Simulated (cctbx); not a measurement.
# A crystallographic session in cctbx: PrGa7Cu5

Library: cctbx 2025.11. The data are simulated by the first script.

## 1. Simulate the data

run.py:

```python
from cctbx import adptbx, crystal, miller, sgtbx, xray
from cctbx.array_family import flex
from iotbx.shelx import hklf
from scitbx import matrix
import scitbx.random

cs = crystal.symmetry(unit_cell=(5.243, 8.592, 8.973, 90, 90, 90), space_group_symbol='Hall: I 2 -2')  # Imm2
atoms = [  # label, site, U (iso, or U11 U22 U33 U12 U13 U23 in A^2), occupancy
    ("Pr1", (0, 0, 0.9965), (0.0171, 0.0203, 0.0149, 0.0000, 0.0000, 0.0000), 1),
    ("Ga1", (0, 0.7005, 0.5118), (0.0269, 0.0252, 0.0292, 0.0000, 0.0000, 0.0015), 1),
    ("Ga2", (0.5, 0, 0.7684), (0.0254, 0.0178, 0.0218, 0.0000, 0.0000, 0.0000), 1),
    ("Ga3", (0.5, 0.1587, 0.4849), (0.0264, 0.0307, 0.0362, 0.0000, 0.0000, -0.0040), 1),
    ("Ga4", (0, 0, 0.3352), (0.0430, 0.0379, 0.0340, 0.0000, 0.0000, 0.0000), 1),
    ("Ga5", (0, 0, 0.6627), (0.0271, 0.0274, 0.0246, 0.0000, 0.0000, 0.0000), 1),
    ("Cu1", (0.5, 0, 0.2205), (0.0222, 0.0234, 0.0232, 0.0000, 0.0000, 0.0000), 1),
    ("Cu2", (0.7549, 0.7581, 0.2565), (0.0221, 0.0231, 0.0218, -0.0014, -0.0020, -0.0007), 1),
]
xs = xray.structure(crystal_symmetry=cs)
for label, site, u, occ in atoms:
    u = adptbx.u_cif_as_u_star(cs.unit_cell(), u) if isinstance(u, tuple) else u
    xs.add_scatterer(xray.scatterer(label, site=site, u=u, occupancy=occ))
xs.set_inelastic_form_factors(0.71073, "sasaki")
xs.show_summary()
p1 = xs.expand_to_p1()
ms = miller.build_set(p1, anomalous_flag=True, d_min=0.77)
flex.set_random_seed(556374)
scitbx.random.set_random_seed(556374)
ms = ms.select(flex.random_double(ms.size()) < 0.9)
i = ms.structure_factors_from_scatterers(p1, algorithm="direct").f_calc().as_intensity_array().data()
i = i * 40000 / flex.max(i)
sig = flex.sqrt(i + flex.pow2(0.03 * i) + 15 ** 2)
noise = scitbx.random.variate(scitbx.random.normal_distribution())(i.size())
data = ms.array(data=i + sig * noise, sigmas=sig).set_observation_type_xray_intensity()
with open("data.hkl", "w") as f:
    data.export_as_shelx_hklf(f)
print("reflections written:", data.size(), " <I/sigma> = %.1f" % flex.mean(data.data() / data.sigmas()))
for h, a, b in list(data.sort("data"))[:12]:
    print("%4d%4d%4d %9.1f %7.1f" % (h + (a, b)))
```

```console
$ python run.py
```

```text
Number of scatterers: 8
At special positions: 7
Unit cell: (5.243, 8.592, 8.973, 90, 90, 90)
Space group: I m m 2 (No. 44)
reflections written: 3288  <I/sigma> = 8.7
   0   0  -4   42638.6  1216.6
   0   0   4   38377.8  1215.8
   4   0   0   31797.9   956.5
  -4   0   0   30788.5   956.5
   0  -4   0   29267.4   946.7
   2   6   0   23063.7   664.9
  -2   6   0   22436.0   664.9
   2   2   0   21632.3   648.0
  -2  -2   0   21577.3   648.0
   2  -2   0   21533.0   648.0
  -2  -6   0   21057.5   664.9
   2  -6   0   21040.6   664.9
```

It took 0.38 s on 1 thread of Arm Neoverse N1 (shared host), peak memory 0.07 GiB.

## 2. Refinement (refined in the given hand)

run.py:

```python
import math
from cctbx import adptbx, crystal, maptbx, sgtbx, xray
from cctbx.array_family import flex
from cctbx.xray import observations
from iotbx.shelx import hklf
from scitbx.lstbx import normal_eqns_solving
from smtbx import absolute_structure, utils
from smtbx.refinement import constraints, least_squares

cs = crystal.symmetry(unit_cell=(5.243, 8.592, 8.973, 90, 90, 90), space_group_symbol='Hall: I 2 -2')  # Imm2
atoms = [  # label, site, U (iso, or U11 U22 U33 U12 U13 U23 in A^2), occupancy
    ("Pr1", (0, 0, 0.9954), 0.0200, 1),
    ("Ga1", (0, 0.7006, 0.5087), 0.0200, 1),
    ("Ga2", (0.5, 0, 0.7705), 0.0200, 1),
    ("Ga3", (0.5, 0.1608, 0.4889), 0.0200, 1),
    ("Ga4", (0, 0, 0.3323), 0.0200, 1),
    ("Ga5", (0, 0, 0.6642), 0.0200, 1),
    ("Cu1", (0.5, 0, 0.2177), 0.0200, 1),
    ("Cu2", (0.76, 0.7595, 0.2529), 0.0200, 1),
]
xs = xray.structure(crystal_symmetry=cs)
for label, site, u, occ in atoms:
    u = adptbx.u_cif_as_u_star(cs.unit_cell(), u) if isinstance(u, tuple) else u
    xs.add_scatterer(xray.scatterer(label, site=site, u=u, occupancy=occ))
xs.set_inelastic_form_factors(0.71073, "sasaki")
xs.convert_to_anisotropic()
raw = hklf.reader(file_name="data.hkl").as_miller_arrays(crystal_symmetry=cs, anomalous=True)[0]
merged = raw.eliminate_sys_absent().merge_equivalents()
fo2 = merged.array().set_observation_type_xray_intensity()
print("Rint %.3f, %d unique reflections to %.2f A" % (merged.r_int(), fo2.size(), fo2.d_min()))
for sc in xs.scatterers():
    sc.flags.set_grad_site(True)
    sc.flags.set_grad_u_aniso(sc.flags.use_u_aniso())
    sc.flags.set_grad_u_iso(sc.flags.use_u_iso())
obs = fo2.as_xray_observations()
extra = {}
rep = constraints.reparametrisation(xs, [], utils.connectivity_table(xs), **extra)
ls = least_squares.crystallographic_ls(obs, rep, weighting_scheme=least_squares.mainstream_shelx_weighting(a=0, b=0))
print("cycle     R1     wR2    GooF  max shift (A)")
for cycle in range(8):
    ls.build_up()
    r1, wr2, goof = ls.r1_factor(cutoff_factor=2)[0], ls.wR2(), ls.goof()
    old = xs.sites_cart()
    normal_eqns_solving.levenberg_marquardt_iterations(ls, n_max_iterations=3, tau=1e-06, step_threshold=1e-7)
    big = flex.max((xs.sites_cart() - old).norms())
    print("%4d %7.4f %7.4f %7.3f %9.5f" % (cycle + 1, r1, wr2, goof, big))
    ls.build_up(objective_only=True)
    if abs(ls.wR2() - wr2) < 5e-5 and big < 5e-4:
        break
ls.build_up()
print("final R1 %.4f wR2 %.4f GooF %.3f  parameters %d  data/parameter %.1f" % (ls.r1_factor(cutoff_factor=2)[0], ls.wR2(), ls.goof(), ls.n_parameters, fo2.size() / ls.n_parameters))
cov = ls.covariance_matrix_and_annotations()
su = dict(zip(cov.annotations, (math.sqrt(max(v, 0)) for v in cov.matrix.matrix_packed_u_diagonal())))
a2 = cs.unit_cell().reciprocal_parameters()[0] ** -2
print("atom        x        y        z      Ueq    occ   su(xyz)  su(Uiso or U11)")
for sc in xs.scatterers():
    s = max(su.get(sc.label + k, 0) for k in (".x", ".y", ".z"))
    npd = "" if sc.is_positive_definite_u(cs.unit_cell()) else "  NPD"
    print("%-5s %8.5f %8.5f %8.5f %8.4f %6.3f %8.5f %7.4f%s" % ((sc.label,) + sc.site + (sc.u_iso_or_equiv(cs.unit_cell()), sc.occupancy, s, su.get(sc.label + ".uiso", su.get(sc.label + ".u11", 0) * a2), npd)))
fc = fo2.structure_factors_from_scatterers(xs, algorithm="direct").f_calc()
absolute_structure.flack_analysis(xs, fo2.as_xray_observations()).show()
h = absolute_structure.hooft_analysis(fo2, fc, scale_factor=ls.scale_factor())
print("Hooft y: %.3f(%.0f)  Bijvoet pairs: %d" % (h.hooft_y, 1000 * h.sigma_y, h.n_bijvoet_pairs))
fo = fo2.f_sq_as_f()
fc = fo.structure_factors_from_scatterers(xs, algorithm="direct").f_calc()
diff = fo.f_obs_minus_f_calc(1 / math.sqrt(ls.scale_factor()), fc).average_bijvoet_mates()
m = diff.fft_map(symmetry_flags=maptbx.use_space_group_symmetry, resolution_factor=0.25).apply_volume_scaling()
print("difference map: max %.2f min %.2f rms %.2f" % (m.statistics().max(), m.statistics().min(), m.statistics().sigma()))
peaks = m.peak_search(parameters=maptbx.peak_search_parameters(min_distance_sym_equiv=0.6, max_clusters=6)).all()
near = xs.closest_distances(peaks.sites(), distance_cutoff=4)
sps = cs.special_position_settings(min_distance_sym_equiv=0.5)
for k, (x, h) in enumerate(zip(peaks.sites(), peaks.heights())):
    ss = sps.site_symmetry(x)
    print("Q%-3d %7.4f %7.4f %7.4f %4d %7.2f  %.2f A from %s" % ((k + 1,) + tuple(t % 1 for t in ss.exact_site()) + (ss.multiplicity(), h, near.smallest_distances[k], xs.scatterers()[near.i_seqs[k]].label)))
```

```console
$ python run.py
```

```text
Rint 0.027, 536 unique reflections to 0.77 A
cycle     R1     wR2    GooF  max shift (A)
   1  0.1004  0.2477   8.230   0.04770
   2  0.0126  0.0276   0.918   0.00011
final R1 0.0126 wR2 0.0276 GooF 0.918  parameters 41  data/parameter 13.1
atom        x        y        z      Ueq    occ   su(xyz)  su(Uiso or U11)
Pr1    0.00000  0.00000  0.99565   0.0175  1.000  0.00005  0.0001
Ga1    0.00000  0.70065  0.51115   0.0274  1.000  0.00011  0.0003
Ga2    0.50000  0.00000  0.76758   0.0221  1.000  0.00012  0.0006
Ga3    0.50000  0.15865  0.48399   0.0313  1.000  0.00013  0.0003
Ga4    0.00000  0.00000  0.33465   0.0387  1.000  0.00016  0.0009
Ga5    0.00000  0.00000  0.66208   0.0265  1.000  0.00013  0.0008
Cu1    0.50000  0.00000  0.21975   0.0229  1.000  0.00012  0.0007
Cu2    0.75491  0.75818  0.25570   0.0225  1.000  0.00015  0.0002
Flack x: 0.11(7)
Hooft y: 0.100(83)  Bijvoet pairs: 249
difference map: max 0.38 min -0.55 rms 0.11
Q1    0.2054  0.3543  0.4884    8    0.39  1.19 A from Ga1
Q2    0.0000  0.2644  0.7492    4    0.38  1.34 A from Cu2
Q3    0.0000  0.0000  0.8115    2    0.32  1.34 A from Ga5
Q4    0.0654  0.0000  0.1252    4    0.31  1.21 A from Pr1
Q5    0.1816  0.5000  0.4994    4    0.31  1.67 A from Pr1
Q6    0.0000  0.1664  0.4930    4    0.30  1.15 A from Ga1
```

Time: 0.57 s.

## 3. Refinement

run.py, as its changes from the last script of this kind:

```diff
@@ -12,8 +12,8 @@
-    ("Pr1", (0, 0, 0.9954), 0.0200, 1),
-    ("Ga1", (0, 0.7006, 0.5087), 0.0200, 1),
-    ("Ga2", (0.5, 0, 0.7705), 0.0200, 1),
-    ("Ga3", (0.5, 0.1608, 0.4889), 0.0200, 1),
-    ("Ga4", (0, 0, 0.3323), 0.0200, 1),
-    ("Ga5", (0, 0, 0.6642), 0.0200, 1),
-    ("Cu1", (0.5, 0, 0.2177), 0.0200, 1),
-    ("Cu2", (0.76, 0.7595, 0.2529), 0.0200, 1),
+    ("Pr1", (0, 0, 0.00435), 0.0175, 1),
+    ("Ga1", (0, 0.29935, 0.48885), 0.0274, 1),
+    ("Ga2", (0.5, 0, 0.23242), 0.0221, 1),
+    ("Ga3", (0.5, 0.84135, 0.51601), 0.0313, 1),
+    ("Ga4", (0, 0, 0.66535), 0.0387, 1),
+    ("Ga5", (0, 0, 0.33792), 0.0265, 1),
+    ("Cu1", (0.5, 0, 0.78025), 0.0229, 1),
+    ("Cu2", (0.24509, 0.24182, 0.7443), 0.0225, 1),
```

```console
$ python run.py
```

```text
Rint 0.027, 536 unique reflections to 0.77 A
cycle     R1     wR2    GooF  max shift (A)
   1  0.0247  0.0611   2.029   0.00050
   2  0.0140  0.0317   1.053   0.00001
final R1 0.0140 wR2 0.0317 GooF 1.053  parameters 41  data/parameter 13.1
atom        x        y        z      Ueq    occ   su(xyz)  su(Uiso or U11)
Pr1    0.00000  0.00000  0.00434   0.0175  1.000  0.00006  0.0002
Ga1    0.00000  0.29936  0.48890   0.0274  1.000  0.00013  0.0003
Ga2    0.50000  0.00000  0.23247   0.0221  1.000  0.00014  0.0007
Ga3    0.50000  0.84134  0.51600   0.0313  1.000  0.00015  0.0003
Ga4    0.00000  0.00000  0.66531   0.0386  1.000  0.00019  0.0011
Ga5    0.00000  0.00000  0.33793   0.0265  1.000  0.00015  0.0009
Cu1    0.50000  0.00000  0.78025   0.0229  1.000  0.00014  0.0008
Cu2    0.24509  0.24185  0.74426   0.0225  1.000  0.00018  0.0002
Flack x: 0.89(7)
Hooft y: 0.900(83)  Bijvoet pairs: 249
difference map: max 0.41 min -0.58 rms 0.11
Q1    0.2076  0.3561  0.5119    8    0.43  1.21 A from Ga1
Q2    0.1795  0.5000  0.4969    4    0.33  1.68 A from Pr1
Q3    0.0000  0.2637  0.2516    4    0.33  1.34 A from Cu2
Q4    0.1244  0.1277  0.9367    8    0.32  1.41 A from Pr1
Q5    0.0595  0.0000  0.8752    4    0.31  1.20 A from Pr1
Q6    0.0000  0.3637  0.2413    4    0.31  1.22 A from Cu1
```

Time: 0.55 s.

This run holds a fault made on purpose: the structure inverted.

## 4. Simulate the data

run.py, as its changes from the last script of this kind:

```diff
@@ -22 +22 @@
-xs.set_inelastic_form_factors(0.71073, "sasaki")
+xs.set_inelastic_form_factors(1.54184, "sasaki")
@@ -25,3 +25,3 @@
-ms = miller.build_set(p1, anomalous_flag=True, d_min=0.77)
-flex.set_random_seed(556374)
-scitbx.random.set_random_seed(556374)
+ms = miller.build_set(p1, anomalous_flag=True, d_min=0.83)
+flex.set_random_seed(964103)
+scitbx.random.set_random_seed(964103)
@@ -31 +31 @@
-sig = flex.sqrt(i + flex.pow2(0.03 * i) + 15 ** 2)
+sig = flex.sqrt(i + flex.pow2(0.02 * i) + 2 ** 2)
```

```console
$ python run.py
```

```text
Number of scatterers: 8
At special positions: 7
Unit cell: (5.243, 8.592, 8.973, 90, 90, 90)
Space group: I m m 2 (No. 44)
reflections written: 2707  <I/sigma> = 12.0
   0   0   4   39673.7   824.6
   0   0  -4   38796.5   811.6
   0   4   0   30846.6   635.3
   0  -4   0   30750.0   635.3
   4   0   0   29880.3   621.2
  -4   0   0   29685.6   621.2
  -2  -2   0   20814.6   436.9
   2  -6   0   20433.4   432.6
  -2   6   0   20287.9   432.6
  -2   2   0   19959.1   436.9
  -2   0   2   19937.0   418.9
   2   6   0   19885.4   432.6
```

Time: 0.37 s.

## 5. Refinement (refined in the given hand)

run.py, as its changes from the last script of this kind:

```diff
@@ -12,8 +12,8 @@
-    ("Pr1", (0, 0, 0.00435), 0.0175, 1),
-    ("Ga1", (0, 0.29935, 0.48885), 0.0274, 1),
-    ("Ga2", (0.5, 0, 0.23242), 0.0221, 1),
-    ("Ga3", (0.5, 0.84135, 0.51601), 0.0313, 1),
-    ("Ga4", (0, 0, 0.66535), 0.0387, 1),
-    ("Ga5", (0, 0, 0.33792), 0.0265, 1),
-    ("Cu1", (0.5, 0, 0.78025), 0.0229, 1),
-    ("Cu2", (0.24509, 0.24182, 0.7443), 0.0225, 1),
+    ("Pr1", (0, 0, 0.9942), 0.0200, 1),
+    ("Ga1", (0, 0.7011, 0.5124), 0.0200, 1),
+    ("Ga2", (0.5, 0, 0.768), 0.0200, 1),
+    ("Ga3", (0.5, 0.1613, 0.4803), 0.0200, 1),
+    ("Ga4", (0, 0, 0.3343), 0.0200, 1),
+    ("Ga5", (0, 0, 0.6613), 0.0200, 1),
+    ("Cu1", (0.5, 0, 0.2184), 0.0200, 1),
+    ("Cu2", (0.7546, 0.7579, 0.2568), 0.0200, 1),
@@ -25 +25 @@
-xs.set_inelastic_form_factors(0.71073, "sasaki")
+xs.set_inelastic_form_factors(1.54184, "sasaki")
```

```console
$ python run.py
```

```text
Rint 0.018, 444 unique reflections to 0.83 A
cycle     R1     wR2    GooF  max shift (A)
   1  0.0812  0.2207  10.003   0.03295
   2  0.0082  0.0205   0.930   0.00003
final R1 0.0082 wR2 0.0205 GooF 0.930  parameters 41  data/parameter 10.8
atom        x        y        z      Ueq    occ   su(xyz)  su(Uiso or U11)
Pr1    0.00000  0.00000  0.99493   0.0176  1.000  0.00003  0.0001
Ga1    0.00000  0.70045  0.51018   0.0271  1.000  0.00008  0.0002
Ga2    0.50000  0.00000  0.76680   0.0221  1.000  0.00009  0.0004
Ga3    0.50000  0.15884  0.48312   0.0312  1.000  0.00009  0.0002
Ga4    0.00000  0.00000  0.33380   0.0387  1.000  0.00012  0.0006
Ga5    0.00000  0.00000  0.66109   0.0262  1.000  0.00009  0.0004
Cu1    0.50000  0.00000  0.21893   0.0229  1.000  0.00010  0.0005
Cu2    0.75496  0.75808  0.25474   0.0224  1.000  0.00010  0.0002
Flack x: -0.0000(11)
Hooft y: 0.000(4)  Bijvoet pairs: 206
difference map: max 0.24 min -0.36 rms 0.05
Q1    0.2435  0.0000  0.2546    4    0.24  1.38 A from Cu1
Q2    0.0000  0.3184  0.8532    4    0.22  1.18 A from Ga3
Q3    0.2291  0.5000  0.2567    4    0.21  1.20 A from Ga2
Q4    0.1354  0.2132  0.1403    8    0.20  1.20 A from Cu2
Q5    0.0000  0.2795  0.2108    4    0.19  1.38 A from Cu2
Q6    0.0000  0.1038  0.9159    4    0.18  1.14 A from Pr1
```

Time: 0.56 s.

## 6. Simulate the data

run.py, as its changes from the last script of this kind:

```diff
@@ -26,2 +26,2 @@
-flex.set_random_seed(964103)
-scitbx.random.set_random_seed(964103)
+flex.set_random_seed(667227)
+scitbx.random.set_random_seed(667227)
@@ -30,2 +30,6 @@
-i = i * 40000 / flex.max(i)
-sig = flex.sqrt(i + flex.pow2(0.02 * i) + 2 ** 2)
+law = matrix.sqr((-1, 0, 0, 0, -1, 0, 0, 0, -1))
+mate = flex.miller_index([tuple(matrix.row(h) * law) for h in ms.indices()])
+i2 = ms.customized_copy(indices=mate).structure_factors_from_scatterers(p1, algorithm="direct").f_calc().as_intensity_array().data()
+i = (1 - 0.15) * i + 0.15 * i2
+i = i * 20000 / flex.max(i)
+sig = flex.sqrt(i + flex.pow2(0.015 * i) + 4 ** 2)
```

```console
$ python run.py
```

```text
Number of scatterers: 8
At special positions: 7
Unit cell: (5.243, 8.592, 8.973, 90, 90, 90)
Space group: I m m 2 (No. 44)
reflections written: 2692  <I/sigma> = 10.4
   0   0   4   20168.2   331.7
   0   0  -4   19148.5   328.3
   0  -4   0   15675.4   260.9
   0   4   0   15093.6   260.9
  -4   0   0   15053.0   255.5
   4   0   0   15007.1   255.5
   2   2   0   10717.0   185.5
  -2   2   0   10546.3   185.5
  -2  -6   0   10445.6   183.9
   2  -2   0   10411.8   185.5
  -2  -2   0   10352.4   185.5
   2  -6   0   10267.2   183.9
```

It took 0.38 s on 1 thread of Arm Neoverse N1, with other jobs on the host, peak memory 0.07 GiB.

[Logs are printed without paths, hosts, clocks, repeated set-up lines and the standing remarks that a program may print on its own settings, such as how far it seeks lower states.]
